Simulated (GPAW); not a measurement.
# Sn K-edge XANES of SnO2 (R-3m)

Aim: the dependence of the Sn K near-edge features of SnO2 (R-3m) on volume.

Main program and level: GPAW 26.7.0; X-ray absorption from dipole matrix elements to empty bands, plane-wave PAW LDA.

This is a report of a sequence of runs, with most program output left out.

### 1. Starting point

The structure is trigonal, space group R-3m (No. 166). Conventional cell: a = 3.234 Å, b = 3.234 Å, c = 14.402 Å, α = 90.00°, β = 90.00°, γ = 120.00°. Sn has 6 O at 2.13 Å nearest. O has 3 Sn at 2.13 Å nearest. Farther neighbours and most contacts between anions are not listed.

### 2. The field without a hole

The ground state comes first: it tells whether the system has a gap, which decides how the excited electron is treated.

File scf.py:

```python
import numpy as np
from ase import Atoms
from ase.parallel import parprint, paropen
from gpaw import GPAW, PW, FermiDirac, Mixer, MixerDif, setup_paths
from gpaw.test import gen
setup_paths.insert(0, '.')
gen('Sn', name='nch1s', xcname='LDA', corehole=(1, 0, 0), write_xml=True)
from gpaw.mpi import world
world.barrier()

atoms = Atoms('SnO2',
    cell=[[1.61709308, 0.93362912, 4.80059258],
     [-1.61709308, 0.93362912, 4.80059258],
     [0, -1.86725824, 4.80059258]],
    scaled_positions=[[0.5, 0.5, 0.5],
     [0.76283, 0.76283, 0.76283],
     [0.23717, 0.23717, 0.23717]],
    pbc=True)
atoms.calc = calc = GPAW(legacy_gpaw=True, mode=PW(500), xc='LDA', setups={0: 'nch1s'},
    kpts={'size': (9, 9, 9), 'gamma': True}, occupations=FermiDirac(0.05),
    charge=0, mixer=Mixer(0.1, 5, 50), maxiter=150,
    convergence={'density': 0.0001}, txt='scf.txt')
energy = atoms.get_potential_energy() + calc.get_reference_energy()
ef = calc.get_fermi_level()
out = dict(energy=energy, fermi=ef, forces=atoms.get_forces().tolist())
parprint(f'all-electron energy {energy:.4f} eV, Fermi level {ef:.4f} eV')
ev = np.array([[calc.get_eigenvalues(k, s) for k in range(len(calc.get_ibz_k_points()))] for s in range(calc.get_number_of_spins())])
out['homo'], out['lumo'], out['counts'] = ev[ev < ef].max(), ev[ev > ef].min(), sorted(set((ev < ef).sum((0, 2)).tolist()))
out['filled'] = (ev[:, 0] < ef).sum(1).tolist()
import json
with paropen('out.json', 'w') as f:
    json.dump(out, f)
```

Started as:

```bash
$ OMP_NUM_THREADS=1 mpirun -n 2 gpaw python scf.py
```

The job ended after 63 s (2 MPI ranks of Arm Neoverse V2, shared host; peak memory 0.24 GiB).

The mesh shows a gap of 1.76 eV, so the hole is first treated in a charged cell, without the excited electron.

### 3. Supercell without a hole, the energy reference

The photon energy needs a difference of total energies, so the cell and mesh of the coming hole run are first run without a hole.

Edit scf.py of step 2 so:

```diff
@@ -10,12 +10,21 @@
 
-atoms = Atoms('SnO2',
-    cell=[[1.61709308, 0.93362912, 4.80059258],
-     [-1.61709308, 0.93362912, 4.80059258],
-     [0, -1.86725824, 4.80059258]],
+atoms = Atoms('Sn4O8',
+    cell=[[3.23418615, -1.86725824, 4.80059258],
+     [-3.23418615, -1.86725824, 4.80059258],
+     [0, -3.73451649, -4.80059258]],
     scaled_positions=[[0.5, 0.5, 0.5],
-     [0.76283, 0.76283, 0.76283],
-     [0.23717, 0.23717, 0.23717]],
+     [0, 0, 0.5],
+     [0.5, 0, 0],
+     [0, 0.5, 0],
+     [0.76283, 0.76283, 0.23717],
+     [0.26283, 0.26283, 0.23717],
+     [0.76283, 0.26283, 0.73717],
+     [0.26283, 0.76283, 0.73717],
+     [0.23717, 0.23717, 0.76283],
+     [0.73717, 0.73717, 0.76283],
+     [0.23717, 0.73717, 0.26283],
+     [0.73717, 0.23717, 0.26283]],
     pbc=True)
 atoms.calc = calc = GPAW(legacy_gpaw=True, mode=PW(500), xc='LDA', setups={0: 'nch1s'},
-    kpts={'size': (9, 9, 9), 'gamma': True}, occupations=FermiDirac(0.05),
+    kpts={'size': (4, 4, 4), 'gamma': True}, occupations=FermiDirac(0.02),
     charge=0, mixer=Mixer(0.1, 5, 50), maxiter=150,
```

The job ended after 67 s (2 MPI ranks; peak memory 0.33 GiB; 2.2 min of CPU time).

Reference energy: -687767.020 eV with the cores included.

### 4. Spectrum with FCH, Sn atom 1

The holes are 6.1 Å apart. In GPAW the data set carries the hole's charge, so charge=0 means a charged cell and charge=-1 a neutral one. The excited electron is left out and a uniform background balances the charge. After the field has converged, empty bands are computed with the density fixed and the dipole matrix elements are summed.

The absorber has 6 O at 2.13 Å (distorted octahedral, site symmetry -3m).

File xas.py:

```python
import numpy as np
from ase import Atoms
from ase.parallel import parprint, paropen
from gpaw import GPAW, PW, FermiDirac, Mixer, MixerDif, setup_paths
from gpaw.test import gen
setup_paths.insert(0, '.')
gen('Sn', name='fch1s', xcname='LDA', corehole=(1, 0, 1), write_xml=True)
from gpaw.mpi import world
world.barrier()

atoms = Atoms('Sn4O8',
    cell=[[3.23418615, -1.86725824, 4.80059258],
     [-3.23418615, -1.86725824, 4.80059258],
     [0, -3.73451649, -4.80059258]],
    scaled_positions=[[0.5, 0.5, 0.5],
     [0, 0, 0.5],
     [0.5, 0, 0],
     [0, 0.5, 0],
     [0.76283, 0.76283, 0.23717],
     [0.26283, 0.26283, 0.23717],
     [0.76283, 0.26283, 0.73717],
     [0.26283, 0.76283, 0.73717],
     [0.23717, 0.23717, 0.76283],
     [0.73717, 0.73717, 0.76283],
     [0.23717, 0.73717, 0.26283],
     [0.73717, 0.23717, 0.26283]],
    pbc=True)
atoms.calc = calc = GPAW(legacy_gpaw=True, mode=PW(500), xc='LDA', setups={0: 'fch1s'},
    kpts={'size': (4, 4, 4), 'gamma': True}, occupations=FermiDirac(0.02),
    charge=0, mixer=Mixer(0.1, 5, 50), maxiter=150,
    convergence={'density': 0.0001}, txt='scf.txt')
energy = atoms.get_potential_energy() + calc.get_reference_energy()
ef = calc.get_fermi_level()
out = dict(energy=energy, fermi=ef, forces=atoms.get_forces().tolist())
parprint(f'all-electron energy {energy:.4f} eV, Fermi level {ef:.4f} eV')
ev = np.array([[calc.get_eigenvalues(k, s) for k in range(len(calc.get_ibz_k_points()))] for s in range(calc.get_number_of_spins())])
out['homo'], out['lumo'], out['counts'] = ev[ev < ef].max(), ev[ev > ef].min(), sorted(set((ev < ef).sum((0, 2)).tolist()))
out['filled'] = (ev[:, 0] < ef).sum(1).tolist()

from ase.units import Ha
from gpaw.xas import dipole_matrix_elements
nb = int(calc.get_number_of_electrons() / 2) + 106
top, nb = nb, nb + 8 + nb // 12
nscf = calc.fixed_density(kpts={'size': (4, 4, 4), 'gamma': True}, nbands=nb,
    convergence={'bands': top, 'eigenstates': 1e-5}, maxiter=60, txt='nscf.txt')
cell = atoms.cell.array
ops = [cell.T @ U.T @ np.linalg.inv(cell.T) for U in nscf.wfs.kd.symmetry.op_scc]
filled = [52]  # bands filled in the ground state, by spin
E = np.arange(-6, 34, 0.1)
fwhm = np.interp(E, [4, 25], [8.49, 8.49])
Y, X, zero, highest = 0, 0, 1e9, 1e9
for spin in range(nscf.get_number_of_spins()):
    wfs = nscf.wfs
    A = dipole_matrix_elements(wfs.setups[0])
    eps = np.zeros((wfs.kd.nibzkpts, nb))
    d = np.zeros((3, A.shape[1], wfs.kd.nibzkpts, nb), complex)
    for kpt in wfs.kpt_u:
        if kpt.s == spin and 0 in kpt.P_ani:
            eps[kpt.k] = kpt.eps_n * Ha
            d[:, :, kpt.k] = (kpt.weight * wfs.nspins / 2) ** 0.5 * np.inner(A, kpt.P_ani[0])
    world.sum(eps)
    world.sum(d)
    T = np.einsum('amkn,bmkn->abkn', d, d.conj()).real
    T = sum(np.einsum('ai,ijkn,bj->abkn', R, T, R) for R in ops) / len(ops)
    empty = np.ones_like(eps, bool) & (np.arange(nb) >= filled[spin])
    zero, highest = min(zero, eps[empty].min()), min(highest, eps[:, top - 1].min())
    lines = [(eps, T, empty)] if spin == 0 else lines + [(eps, T, empty)]
for eps, T, empty in lines:
    f = np.einsum('aakn->akn', T).reshape(3, -1)
    x = eps.ravel() - zero
    w = np.interp(x, E, fwhm) / 2.35482
    g = np.exp(-0.5 * ((E[:, None] - x) / w) ** 2) / (w * (2 * np.pi) ** 0.5)
    Y = Y + (f * empty.ravel()) @ g.T
    X = X + (f * ~empty.ravel()) @ g.T
out.update(E=E.round(2).tolist(), xas=Y.tolist(), xes=X.tolist(), zero=zero, valid=highest - zero, nk=len(eps), nb=nb)
for i in range(0, len(E), 10):
    parprint(f'{E[i]:7.2f}', *(f'{v:10.3e}' for v in Y[:, i]))
import json
with paropen('out.json', 'w') as f:
    json.dump(out, f)
```

Started as:

```bash
$ OMP_NUM_THREADS=1 mpirun -n 2 gpaw python xas.py
```

It took 3.9 min on 2 MPI ranks; peak memory 0.57 GiB; 7.9 min of CPU time.

The Sn K spectrum, Sn atom 1, full core hole (charged cell) (energy from the lowest empty level; intensity scaled to a mean of 1 over the first 20 eV; polarised curves are means over the symmetry-equivalent atoms):

| E (eV) | isotropic | ε ⊥ c | ε ∥ c |
| --- | --- | --- | --- |
| -2.0 | 0.14 | 0.09 | 0.25 |
| -1.4 | 0.20 | 0.13 | 0.33 |
| -0.8 | 0.27 | 0.18 | 0.43 |
| -0.2 | 0.35 | 0.25 | 0.54 |
| 0.4 | 0.45 | 0.33 | 0.67 |
| 1.0 | 0.56 | 0.44 | 0.81 |
| 1.6 | 0.69 | 0.55 | 0.95 |
| 2.2 | 0.82 | 0.69 | 1.09 |
| 2.8 | 0.96 | 0.83 | 1.22 |
| 3.4 | 1.10 | 0.99 | 1.33 |
| 4.0 | 1.23 | 1.14 | 1.42 |
| 4.6 | 1.36 | 1.29 | 1.48 |
| 5.2 | 1.46 | 1.43 | 1.51 |
| 5.8 | 1.53 | 1.55 | 1.50 |
| 6.4 | 1.58 | 1.64 | 1.48 |
| 7.0 | 1.61 | 1.70 | 1.42 |
| 7.6 | 1.60 | 1.72 | 1.35 |
| 8.2 | 1.56 | 1.71 | 1.27 |
| 8.8 | 1.51 | 1.67 | 1.18 |
| 9.4 | 1.43 | 1.59 | 1.09 |
| 10.0 | 1.34 | 1.50 | 1.01 |
| 10.6 | 1.24 | 1.39 | 0.94 |
| 11.2 | 1.13 | 1.26 | 0.88 |
| 11.8 | 1.03 | 1.14 | 0.83 |
| 12.4 | 0.94 | 1.02 | 0.79 |
| 13.0 | 0.86 | 0.91 | 0.76 |
| 13.6 | 0.78 | 0.81 | 0.73 |
| 14.2 | 0.72 | 0.73 | 0.71 |
| 14.8 | 0.68 | 0.67 | 0.70 |
| 15.4 | 0.64 | 0.62 | 0.69 |
| 16.0 | 0.62 | 0.59 | 0.68 |
| 16.6 | 0.60 | 0.57 | 0.66 |
| 17.2 | 0.59 | 0.56 | 0.65 |
| 17.8 | 0.59 | 0.57 | 0.64 |
| 18.4 | 0.59 | 0.58 | 0.62 |
| 19.0 | 0.60 | 0.59 | 0.61 |
| 19.6 | 0.60 | 0.60 | 0.60 |
| 20.2 | 0.60 | 0.61 | 0.59 |
| 20.8 | 0.61 | 0.62 | 0.58 |
| 21.4 | 0.60 | 0.62 | 0.57 |
| 22.0 | 0.60 | 0.62 | 0.56 |
| 22.6 | 0.59 | 0.61 | 0.56 |
| 23.2 | 0.58 | 0.60 | 0.55 |
| 23.8 | 0.57 | 0.58 | 0.55 |
| 24.4 | 0.56 | 0.56 | 0.56 |
| 25.0 | 0.54 | 0.53 | 0.56 |
| 25.6 | 0.53 | 0.51 | 0.56 |
| 26.2 | 0.51 | 0.48 | 0.57 |
| 26.8 | 0.50 | 0.46 | 0.57 |
| 27.4 | 0.48 | 0.43 | 0.58 |
| 28.0 | 0.47 | 0.42 | 0.58 |
| 28.6 | 0.46 | 0.40 | 0.58 |
| 29.2 | 0.45 | 0.39 | 0.58 |
| 29.8 | 0.45 | 0.38 | 0.58 |
| 30.4 | 0.45 | 0.38 | 0.58 |
| 31.0 | 0.44 | 0.38 | 0.57 |
| 31.6 | 0.44 | 0.38 | 0.57 |

Main maxima below 29 eV (height): 7.2 eV (1.61). A K edge sees empty p states on the absorber.

The energy difference (zero at 29256 eV) isn't read as a photon energy: for so heavy an absorber the terms left out (the hole's spin, the functional's error) amount to tens of eV or more.

### 5. Supercell without a hole, the energy reference

The cell changes for the next run, so it gets a reference energy of its own.

The cell differs from the one that the last finished run ended in (a 6.082 → 5.894 Å, b 6.082 → 5.894 Å, c 6.082 → 5.894 Å).

Edit scf.py of step 3 so:

```diff
@@ -11,5 +11,5 @@
 atoms = Atoms('Sn4O8',
-    cell=[[3.23418615, -1.86725824, 4.80059258],
-     [-3.23418615, -1.86725824, 4.80059258],
-     [0, -3.73451649, -4.80059258]],
+    cell=[[3.13409491, -1.80947054, 4.65202436],
+     [-3.13409491, -1.80947054, 4.65202436],
+     [0, -3.61894108, -4.65202436]],
     scaled_positions=[[0.5, 0.5, 0.5],
```

Started as:

```bash
$ OMP_NUM_THREADS=1 mpirun -n 2 gpaw python scf.py
```

Elapsed: 35 s, on 2 MPI ranks; peak memory 0.29 GiB.

Reference energy: -687767.433 eV with the cores included.

### 6. Spectrum with FCH, Sn atom 1

Shorter bonds are expected to push antibonding states and scattering resonances up, and longer ones down; the cell is scaled to test that.

Changed against the first core-hole run: volume scale from 1 to 0.91.

Edit xas.py of step 4 so:

```diff
@@ -11,5 +11,5 @@
 atoms = Atoms('Sn4O8',
-    cell=[[3.23418615, -1.86725824, 4.80059258],
-     [-3.23418615, -1.86725824, 4.80059258],
-     [0, -3.73451649, -4.80059258]],
+    cell=[[3.13409491, -1.80947054, 4.65202436],
+     [-3.13409491, -1.80947054, 4.65202436],
+     [0, -3.61894108, -4.65202436]],
     scaled_positions=[[0.5, 0.5, 0.5],
@@ -41,3 +41,3 @@
 from gpaw.xas import dipole_matrix_elements
-nb = int(calc.get_number_of_electrons() / 2) + 106
+nb = int(calc.get_number_of_electrons() / 2) + 97
 top, nb = nb, nb + 8 + nb // 12
```

Started as:

```bash
$ OMP_NUM_THREADS=1 mpirun -n 2 gpaw python xas.py
```

Run time: 2.1 min. Hardware: 2 MPI ranks; peak memory 0.43 GiB.

| E (eV) | first run | this run |
| --- | --- | --- |
| -2.0 | 0.14 | 0.13 |
| -1.0 | 0.24 | 0.22 |
| 0.0 | 0.38 | 0.35 |
| 1.0 | 0.56 | 0.51 |
| 2.0 | 0.78 | 0.71 |
| 3.0 | 1.01 | 0.93 |
| 4.0 | 1.23 | 1.15 |
| 5.0 | 1.43 | 1.34 |
| 6.0 | 1.55 | 1.48 |
| 7.0 | 1.61 | 1.55 |
| 8.0 | 1.58 | 1.56 |
| 9.0 | 1.48 | 1.49 |
| 10.0 | 1.34 | 1.38 |
| 11.0 | 1.17 | 1.24 |
| 12.0 | 1.00 | 1.08 |
| 13.0 | 0.86 | 0.94 |
| 14.0 | 0.74 | 0.81 |
| 15.0 | 0.66 | 0.72 |
| 16.0 | 0.62 | 0.66 |
| 17.0 | 0.60 | 0.63 |
| 18.0 | 0.59 | 0.61 |
| 19.0 | 0.60 | 0.61 |
| 20.0 | 0.60 | 0.62 |
| 21.0 | 0.61 | 0.62 |
| 22.0 | 0.60 | 0.62 |
| 23.0 | 0.59 | 0.62 |
| 24.0 | 0.57 | 0.60 |
| 25.0 | 0.54 | 0.57 |
| 26.0 | 0.52 | 0.55 |
| 27.0 | 0.49 | 0.52 |
| 28.0 | 0.47 | 0.49 |
| 29.0 | 0.46 | 0.47 |
| 30.0 | 0.45 | 0.45 |
| 31.0 | 0.44 | 0.44 |
| 32.0 | 0.45 | 0.43 |

Against the first run the r.m.s. difference is 5 %. The highest intensity below 24 eV goes from 7.2 eV (1.61) to 7.6 eV (1.56).

The photon energy of the zero moves by +0.20 eV.

### 7. Supercell without a hole, the energy reference

The cell differs from the one that the last finished run ended in (a 5.894 → 6.142 Å, b 5.894 → 6.142 Å, c 5.894 → 6.142 Å).

Edit scf.py of step 5 so:

```diff
@@ -11,5 +11,5 @@
 atoms = Atoms('Sn4O8',
-    cell=[[3.13409491, -1.80947054, 4.65202436],
-     [-3.13409491, -1.80947054, 4.65202436],
-     [0, -3.61894108, -4.65202436]],
+    cell=[[3.26620988, -1.88574715, 4.84812629],
+     [-3.26620988, -1.88574715, 4.84812629],
+     [0, -3.7714943, -4.84812629]],
     scaled_positions=[[0.5, 0.5, 0.5],
```

Started as:

```bash
$ OMP_NUM_THREADS=1 mpirun -n 2 gpaw python scf.py
```

Elapsed: 76 s, on 2 MPI ranks; peak memory 0.34 GiB.

Reference energy: -687766.636 eV with the cores included.

### 8. Spectrum with FCH, Sn atom 1

Changed against the first core-hole run: volume scale from 1 to 1.03.

Edit xas.py of step 6 so:

```diff
@@ -11,5 +11,5 @@
 atoms = Atoms('Sn4O8',
-    cell=[[3.13409491, -1.80947054, 4.65202436],
-     [-3.13409491, -1.80947054, 4.65202436],
-     [0, -3.61894108, -4.65202436]],
+    cell=[[3.26620988, -1.88574715, 4.84812629],
+     [-3.26620988, -1.88574715, 4.84812629],
+     [0, -3.7714943, -4.84812629]],
     scaled_positions=[[0.5, 0.5, 0.5],
@@ -41,3 +41,3 @@
 from gpaw.xas import dipole_matrix_elements
-nb = int(calc.get_number_of_electrons() / 2) + 97
+nb = int(calc.get_number_of_electrons() / 2) + 109
 top, nb = nb, nb + 8 + nb // 12
```

Started as:

```bash
$ OMP_NUM_THREADS=1 mpirun -n 2 gpaw python xas.py
```

Elapsed: 4 min, on 2 MPI ranks; peak memory 0.59 GiB; 8.1 min of CPU time.

```csv
E (eV),first run,this run
-2.0,0.14,0.15
-1.0,0.24,0.25
0.0,0.38,0.39
1.0,0.56,0.58
2.0,0.78,0.80
3.0,1.01,1.04
4.0,1.23,1.26
5.0,1.43,1.45
6.0,1.55,1.58
7.0,1.61,1.62
8.0,1.58,1.58
9.0,1.48,1.47
10.0,1.34,1.32
11.0,1.17,1.14
12.0,1.00,0.98
13.0,0.86,0.83
14.0,0.74,0.72
15.0,0.66,0.65
16.0,0.62,0.61
17.0,0.60,0.59
18.0,0.59,0.59
19.0,0.60,0.59
20.0,0.60,0.60
21.0,0.61,0.60
22.0,0.60,0.59
23.0,0.59,0.58
24.0,0.57,0.56
25.0,0.54,0.53
26.0,0.52,0.51
27.0,0.49,0.48
28.0,0.47,0.47
29.0,0.46,0.46
30.0,0.45,0.45
31.0,0.44,0.45
32.0,0.45,0.46
```

The scaled spectrum changes by 2 % r.m.s. The highest intensity below 24 eV goes from 7.2 eV (1.61) to 7.0 eV (1.62).

The photon energy of the zero moves by -0.05 eV.

### 9. Reference energy of the supercell

The cell differs from the one that the last finished run ended in (a 6.142 → 6.201 Å, b 6.142 → 6.201 Å, c 6.142 → 6.201 Å).

Edit scf.py of step 7 so:

```diff
@@ -11,5 +11,5 @@
 atoms = Atoms('Sn4O8',
-    cell=[[3.26620988, -1.88574715, 4.84812629],
-     [-3.26620988, -1.88574715, 4.84812629],
-     [0, -3.7714943, -4.84812629]],
+    cell=[[3.29761767, -1.90388045, 4.89474575],
+     [-3.29761767, -1.90388045, 4.89474575],
+     [0, -3.8077609, -4.89474575]],
     scaled_positions=[[0.5, 0.5, 0.5],
```

Started as:

```bash
$ OMP_NUM_THREADS=1 mpirun -n 2 gpaw python scf.py
```

It took 69 s on 2 MPI ranks; peak memory 0.34 GiB.

Reference energy: -687766.150 eV with the cores included.

### 10. Spectrum with FCH, Sn atom 1

Changed against the first core-hole run: volume scale from 1 to 1.06.

Edit xas.py of step 8 so:

```diff
@@ -11,5 +11,5 @@
 atoms = Atoms('Sn4O8',
-    cell=[[3.26620988, -1.88574715, 4.84812629],
-     [-3.26620988, -1.88574715, 4.84812629],
-     [0, -3.7714943, -4.84812629]],
+    cell=[[3.29761767, -1.90388045, 4.89474575],
+     [-3.29761767, -1.90388045, 4.89474575],
+     [0, -3.8077609, -4.89474575]],
     scaled_positions=[[0.5, 0.5, 0.5],
@@ -41,3 +41,3 @@
 from gpaw.xas import dipole_matrix_elements
-nb = int(calc.get_number_of_electrons() / 2) + 109
+nb = int(calc.get_number_of_electrons() / 2) + 113
 top, nb = nb, nb + 8 + nb // 12
```

Started as:

```bash
$ OMP_NUM_THREADS=1 mpirun -n 2 gpaw python xas.py
```

Elapsed: 4.1 min, on 2 MPI ranks; peak memory 0.6 GiB.

```csv
E (eV),first run,this run
-2.0,0.14,0.15
-1.0,0.24,0.26
0.0,0.38,0.41
1.0,0.56,0.60
2.0,0.78,0.83
3.0,1.01,1.07
4.0,1.23,1.30
5.0,1.43,1.48
6.0,1.55,1.60
7.0,1.61,1.63
8.0,1.58,1.58
9.0,1.48,1.46
10.0,1.34,1.30
11.0,1.17,1.12
12.0,1.00,0.95
13.0,0.86,0.81
14.0,0.74,0.70
15.0,0.66,0.63
16.0,0.62,0.60
17.0,0.60,0.58
18.0,0.59,0.58
19.0,0.60,0.59
20.0,0.60,0.59
21.0,0.61,0.60
22.0,0.60,0.59
23.0,0.59,0.57
24.0,0.57,0.55
25.0,0.54,0.53
26.0,0.52,0.50
27.0,0.49,0.48
28.0,0.47,0.47
29.0,0.46,0.46
30.0,0.45,0.46
31.0,0.44,0.46
32.0,0.45,0.47
```

The scaled spectrum changes by 4 % r.m.s. The highest intensity below 24 eV goes from 7.2 eV (1.61) to 6.8 eV (1.63).

The photon energy of the zero moves by -0.09 eV.

### 11. The volumes side by side

```csv
volume,nearest distance (Å),shift of the zero (eV),maximum 1 (eV above own zero)
0.91,2.060,+0.20,7.6
1,2.125,+0.00,7.2
1.03,2.147,-0.05,7.0
1.06,2.167,-0.09,6.8
```

The curves, each shifted by its zero's change so that they share one photon-energy axis, counted from the zero at V × 1:

```csv
E (eV),V × 0.91,V × 1,V × 1.03,V × 1.06
-2.0,0.12,0.14,0.15,0.16
-1.0,0.20,0.24,0.26,0.27
0.0,0.32,0.38,0.40,0.42
1.0,0.48,0.56,0.59,0.62
2.0,0.67,0.78,0.81,0.85
3.0,0.89,1.01,1.05,1.09
4.0,1.10,1.23,1.28,1.31
5.0,1.30,1.43,1.46,1.50
6.0,1.45,1.55,1.58,1.60
7.0,1.54,1.61,1.62,1.63
8.0,1.56,1.58,1.58,1.57
9.0,1.51,1.48,1.46,1.45
10.0,1.41,1.34,1.31,1.28
11.0,1.27,1.17,1.13,1.10
12.0,1.11,1.00,0.97,0.93
13.0,0.96,0.86,0.83,0.80
14.0,0.84,0.74,0.72,0.69
15.0,0.74,0.66,0.65,0.63
16.0,0.67,0.62,0.60,0.59
17.0,0.63,0.60,0.59,0.58
18.0,0.61,0.59,0.59,0.58
19.0,0.61,0.60,0.59,0.59
20.0,0.62,0.60,0.60,0.60
21.0,0.62,0.61,0.60,0.60
22.0,0.63,0.60,0.59,0.59
23.0,0.62,0.59,0.58,0.57
24.0,0.60,0.57,0.56,0.55
25.0,0.58,0.54,0.53,0.52
26.0,0.55,0.52,0.51,0.50
27.0,0.52,0.49,0.48,0.48
28.0,0.50,0.47,0.47,0.47
29.0,0.47,0.46,0.46,0.46
30.0,0.46,0.45,0.45,0.46
31.0,0.44,0.44,0.45,0.46
32.0,0.43,0.45,0.46,0.47
```

### 12. What came out

```
absorber and edge             : Sn K, atom 1 of the ground-state input (counted from 1)
surroundings                  : 6 O at 2.13 Å (distorted octahedral, site symmetry -3m)
highest intensity below 24 eV : 7.2 eV above the zero, height 1.61
```

In words: From V × 0.91 to V × 1.06 the nearest distance grows by 0.107 Å and the zero moves by -0.29 eV. Above their own zero, the maxima move from 7.6 to 6.8 eV. The Sn K edge of atom 1, with 6 O at 2.13 Å (distorted octahedral, site symmetry -3m), has its highest intensity of the first 24 eV at 7.2 eV above the zero, 1.6 times the mean level of the first 20 eV (Gaussian full width 8.49 eV). At the Sn K edge of atom 1 polarisation matters most near 9.4 eV, where the curves differ by 0.5 on this scale. The script folds with a Gaussian, whereas the core hole's own line is a Lorentzian, so the onset is too steep and the first peak too high. The holes are only 6.1 Å apart, so the shape is probably not converged with cell size; no larger cell was run here. The structure is a computed Materials Project entry and may be a hypothetical form.

[Logs are printed without paths, hosts, clocks, repeated set-up lines and the standing remarks that a program may print on its own settings, such as how far it seeks lower states.]

[Hosts, paths, dates, database ids (printed as entryN), source tags and the programs' standing remarks are cut or masked in the printed files.]

[Lists of maxima count a maximum above −3 eV only where it reaches 4 % of the highest in the window and stands out from its surroundings by 2 % of it (1.5 % where it reaches 55 %); shoulders and weaker maxima are passed over, and of the rest the first, up to two pre-edge ones and the few strongest are named.]
